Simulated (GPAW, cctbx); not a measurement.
# How far are the atoms of (SrO)1(LiCl)1 from free atoms?

Question: by how much does bonding change the X-ray structure factors of (SrO)1(LiCl)1, how firmly does DFT give the change, and what does a routine refinement make of it?

The cell is a (SrO)1(LiCl)1 superlattice along [001] of the rock-salt type, started at the mean lattice constant and relaxed freely, with no substrate. All numbers below are calculated.

**1. Find the equilibrium geometry**

The density hangs on the geometry, so cell and atoms are relaxed first, with the symmetry held. The cutoff is set higher than for the density because stress converges slowly with plane waves.

Settings: GPAW 26.7.0, PBE, 900 eV, 6×6×5 k-points (along the axes of the calculation cell), Fermi–Dirac width 0.05 eV, BFGS to 0.03 eV/Å.

```text
cell
1.0
     3.659277593    0.000000000    0.000000000
     0.000000000    3.659277593    0.000000000
     0.000000000    0.000000000    5.175000000
Sr O Li Cl
1 1 1 1
Direct
0.000000000 0.000000000 0.000000000
0.500000000 0.500000000 0.000000000
0.500000000 0.500000000 0.500000000
0.000000000 0.000000000 0.500000000
```

```console
$ OMP_NUM_THREADS=1 mpirun -n 4 gpaw python run.py > gpaw.log
```

```text
BFGS:    0      -18.604300        2.145279
BFGS:    1      -18.668461        1.944160
BFGS:    2      -18.904637        1.127001
BFGS:    3      -19.037906        0.543238
...
BFGS:    8      -19.114747        0.067581
BFGS:    9      -19.115928        0.043116
BFGS:   10      -19.116394        0.010140
cell  3.5508 3.5508 5.9848  90.00 90.00 90.00
volume 75.456 A^3, largest force 0.000 eV/A, largest stress 0.09 GPa
```

The cell moved far, while the k-mesh and basis were chosen for the start, so the final shape may be somewhat biased.

After 10 steps the volume has changed by +8.9 % and the energy by -0.512 eV; the largest stress left is 0.09 GPa. It took 90 s on 4 cores of Arm Neoverse V2 (shared host), peak memory 1 GiB.

Relaxed structure: P4/mmm (no. 123), a = 3.5508 Å, b = 3.5508 Å, c = 5.9848 Å, α = 90.00°, β = 90.00°, γ = 90.00°.

| atom | mult. | x | y | z |
| --- | --- | --- | --- | --- |
| Sr1 | 1 | 0 | 0 | 0 |
| Cl1 | 1 | 0 | 0 | 1/2 |
| O1 | 1 | 1/2 | 1/2 | 0 |
| Li1 | 1 | 1/2 | 1/2 | 1/2 |

**2. Density and charge transfer**

X-rays see the whole electron density, so the PAW density is rebuilt with its core regions. Subtracting spherical free atoms from the same code cancels the cores and leaves the deformation density Δρ, the part due to bonding.

Settings: PBE, 550 eV, 7×7×4 k-points (along the axes of the calculation cell), Fermi–Dirac width 0.05 eV; primitive cell of 4 atoms.

```console
$ OMP_NUM_THREADS=1 mpirun -n 4 gpaw python run.py > gpaw.log
```

```text
|iter:   1|       0s |  -21.282581 | -0.10 |       |
|iter:   2|       0s |  -20.564949 | -1.76 | -0.99 |
|iter:   3|       1s |  -18.962239 | -0.78 | -1.04 |
...
|iter:   8|       3s |  -18.912665c| -6.13 | -3.52 |
|iter:   9|       3s |  -18.912666c| -7.17 | -3.98 |
|iter:  10|       3s |  -18.912666c| -7.77c| -4.57c|
```

```text
grid (40, 40, 70)  electrons 66.000  moved by bonding 0.904 e
deformation density beyond 0.5 A of the nuclei: max 0.203, min -0.045 e/A^3
atom        x       y       z   Voronoi charge  moment
Sr1    0.0000  0.0000  0.0000      0.241       0.00
Cl2    0.0000  0.0000  0.5000     -0.038       0.00
O 3    0.5000  0.5000  0.0000     -0.497       0.00
Li4    0.5000  0.5000  0.5000      0.295       0.00
mean inner potential of superposed free atoms 14.354 V
total magnetic moment 0.000 muB
```

Deformation density in a plane through the shortest contact of the Sr atom at the origin, in 0.01 e/Å³ (clipped at ±99); x from -1.6 to 4.1 Å, y from 2.4 down to -2.4 Å:

```text
  2   3  12  18   .   .  16   7   1   3   .   .  -4   3   2  11
 -1   1   9  16  19  20  11   3   0   1   0  -3   2   0   1   7
 -2  -2   2   8  11   9   4   0  -2  -2   1   2   0  -2  -2   1
 -1  -3  -2   1   2   2  -1  -2  -2   0   3   4   2  -1  -2  -2
  2  -1  -2   1   3   2  -1  -2   1   6  12  13  10   3  -1  -2
  8   1   1   0   .  -4   2   0   4  12  19   .  20  10   2   0
 11   3   3  -5   .   .   3   1   7  16   .   .  18  13   4   2
  8   1   1   0   .  -4   2   0   4  12  19   .  20  10   2   0
  2  -1  -2   1   3   2  -1  -2   1   6  12  13  10   3  -1  -2
 -1  -3  -2   1   2   2  -1  -2  -2   0   3   4   2  -1  -2  -2
 -2  -2   2   8  11   9   4   0  -2  -2   1   2   0  -2  -2   1
 -1   1   9  16  19  20  11   3   0   1   0  -3   2   0   1   7
  2   3  12  18   .   .  16   7   1   3   .   .  -4   3   2  11
```

Atoms in or within 0.15 Å of the plane: Sr (0.0, 0.0), O (2.5, 0.0) Å. Dots mark points within about 0.45 Å of a nucleus; large values next to them are atomic features.

O gains most (-0.50 e) and Li loses most (+0.29 e); O is the most electronegative element, but the order of the others doesn't follow electronegativity. Such charges fall far short of formal ones, since overlapping free atoms already put density on their neighbours. Along the shortest contact from the Sr atom at the map's origin, Sr–O at 2.51 Å, Δρ is +0.03 e/Å³ at the midpoint and highest, +0.20, 1.95 Å from Sr (points within 0.5 Å of a nucleus left out): little piles up between the atoms, as in an ionic contact (the run has a band gap). At the midpoints of other shortest contacts it is +0.03 (Cl–Li, 2.51 Å) and -0.01 (Sr–Cl, 2.99 Å) e/Å³. Point values carry grid noise of about 0.01 e/Å³. The run needed 10 iterations, 7 s.

**3. Structure factors**

The Fourier components of Δρ, added to those of the free atoms, give the static X-ray structure factors; the Mott–Bethe relation turns them into the Fourier components V of the potential that fast electrons feel.

```text
static structure factors of the conventional cell: F in electrons, V (Mott-Bethe) in volts
   h  k  l      d  |F| table  |F| free   |F| DFT   change   |V| free  |V| DFT  change %
   0  0  1  5.9848    24.629    24.688    25.147    0.459     2.854    1.856    -35.0
   1  0  0  3.5508    37.901    37.983    37.742   -0.242     4.608    4.793      4.0
   1  0  1  3.0538    14.034    14.070    13.586   -0.484     1.093    1.367     25.1
   0  0  2  2.9924    52.469    52.440    53.260    0.819     7.375    6.930     -6.0
   1  1  0  2.5108    49.437    49.395    49.860    0.464     6.358    6.181     -2.8
   1  1  1  2.3153    21.442    21.377    21.606    0.229     1.505    1.431     -5.0
   1  0  2  2.2882    33.652    33.693    33.546   -0.147     3.278    3.325      1.4
   0  0  3  1.9949    20.403    20.354    20.523    0.169     1.365    1.324     -3.0
   1  1  2  1.9234    44.124    44.108    44.170    0.062     4.920    4.906     -0.3
   2  0  0  1.7754    42.414    42.411    42.350   -0.061     4.516    4.528      0.3
   1  0  3  1.7392    13.826    13.815    13.781   -0.034     0.402    0.408      1.6
   2  0  1  1.7021    19.066    19.045    19.077    0.033     1.224    1.218     -0.5
   2  1  0  1.5880    29.256    29.301    29.329    0.028     2.252    2.247     -0.2
   1  1  3  1.5619    18.265    18.259    18.295    0.036     1.147    1.142     -0.5
```

The largest X-ray change is +0.82 e on 002, 1.6 % of |F|. For electrons V goes as (Z − F)/g², so a change of F counts against Z − F, which is small at low angle and wherever the atoms' terms cancel: |V| of 001 moves by -35.0 % (2.85 to 1.86 V) against +1.9 % in |F|. The tabulated Hartree–Fock atoms differ from the free DFT atoms by up to 0.08 e, so the choice of reference atom matters too.

**4. Which functional?**

The same geometry is run with other functionals, to see whether the bonding signal is larger than the spread between approximations. Free atoms are LDA for LDA and PBE otherwise; meta-GGAs and hybrids keep PBE cores. Any other changed setting is in the row's label.

```
   run  ΔF 002 (e)  ΔF 101 (e)  ΔF 110 (e)  q(O) (e)  moved (e)   time
   PBE      +0.819      -0.484      +0.464    -0.497      0.904    7 s
   LDA      +0.771      -0.450      +0.423    -0.477      0.850  6.4 s
r2SCAN      +0.831      -0.527      +0.485    -0.532      0.972   13 s
```

At the base's settings ΔF(002) spans +0.771 to +0.831 e, a spread of 7 % of the PBE value; over the three listed reflections the spread is at most 16 %, so sign and size hold across the functionals. Times are from shared hosts.

**5. Refining ordinary atoms against data with bonding**

Routine crystallography fits spherical atoms. To see the bias, intensities are simulated from tabulated atoms plus the DFT change ΔF, so that bonding alone can misfit (3450 reflections of the full sphere, merged to the counts below, to 0.45 Å, 0.5 % proportional noise plus counting noise, assumed isotropic U as listed, Δρ smeared by the mean U) and refined with cctbx over different ranges.

| range | data | R1 | GooF | U Sr1 (true 0.0068) | U Cl1 (true 0.0089) | U O1 (true 0.0109) | U Li1 (true 0.0129) | largest shift (Å) | Δρ max, min (e/Å³) |
| --- | --- | --- | --- | --- | --- | --- | --- | --- | --- |
| all data | 306 | 0.0038 | 1.45 | 0.0068 | 0.0089 | 0.0109 | 0.0132 | 0.0000 | 0.23, -0.14 |
| low resolution, d > 0.84 | 61 | 0.0044 | 2.63 | 0.0068 | 0.0088 | 0.0109 | 0.0127 | 0.0000 | 0.18, -0.09 |
| high order, d < 0.75 | 225 | 0.0036 | 0.97 | 0.0068 | 0.0089 | 0.0110 | 0.0133 | 0.0000 | 0.12, -0.09 |
| occupancies free, d > 0.7 | 96 | 0.0035 | 1.85 | 0.0068 | 0.0088 | 0.0123 | 0.0122 | 0.0000 | 0.11, -0.15 |

With all data GooF is 1.45, so the misfit of spherical atoms stands above the noise; the top residual peak lies 0.00 Å from O and 2.51 Å from Sr, on the atom. No U is off by more than 3 s.u. at low resolution. Symmetry fixes every coordinate, so the shifts are zero by construction. With Sr1 held at 1 and the scale free, the other occupancies refine to Cl1 1.000(0.002), O1 1.033(0.006) and Li1 0.986(0.017), on sites that are all full: they absorb part of the misfit, and only ratios to the fixed site mean anything.

**6. Answer**

Bonding moves 0.90 e in the primitive cell of (SrO)1(LiCl)1 and changes the structure factors of the conventional cell in the table above by at most 0.82 e (002, 1.6 %), and among reflections above 2 % of the strongest by up to 3.4 % (101). The shortest bond, Sr–O, has Δρ = +0.03 e/Å³ at its midpoint, which with the charge transfer marks a mainly ionic contact. At the base's settings ΔF(002) spans +0.771 to +0.831 e, a spread of 7 % of the PBE value; over the three listed reflections the spread is at most 16 %, so sign and size hold across the functionals. With all data GooF is 1.45, so the misfit of spherical atoms stands above the noise. Limits: static density, frozen cores, no spin–orbit coupling.

[Outputs are excerpts: Python notices, other lines and further rows are left out; steps that failed or that the build refused (PBEsol, TPSS) are not shown.]

[Logs are printed without paths, hosts, clocks, repeated set-up lines and the standing remarks that a program may print on its own settings, such as how far it seeks lower states.]
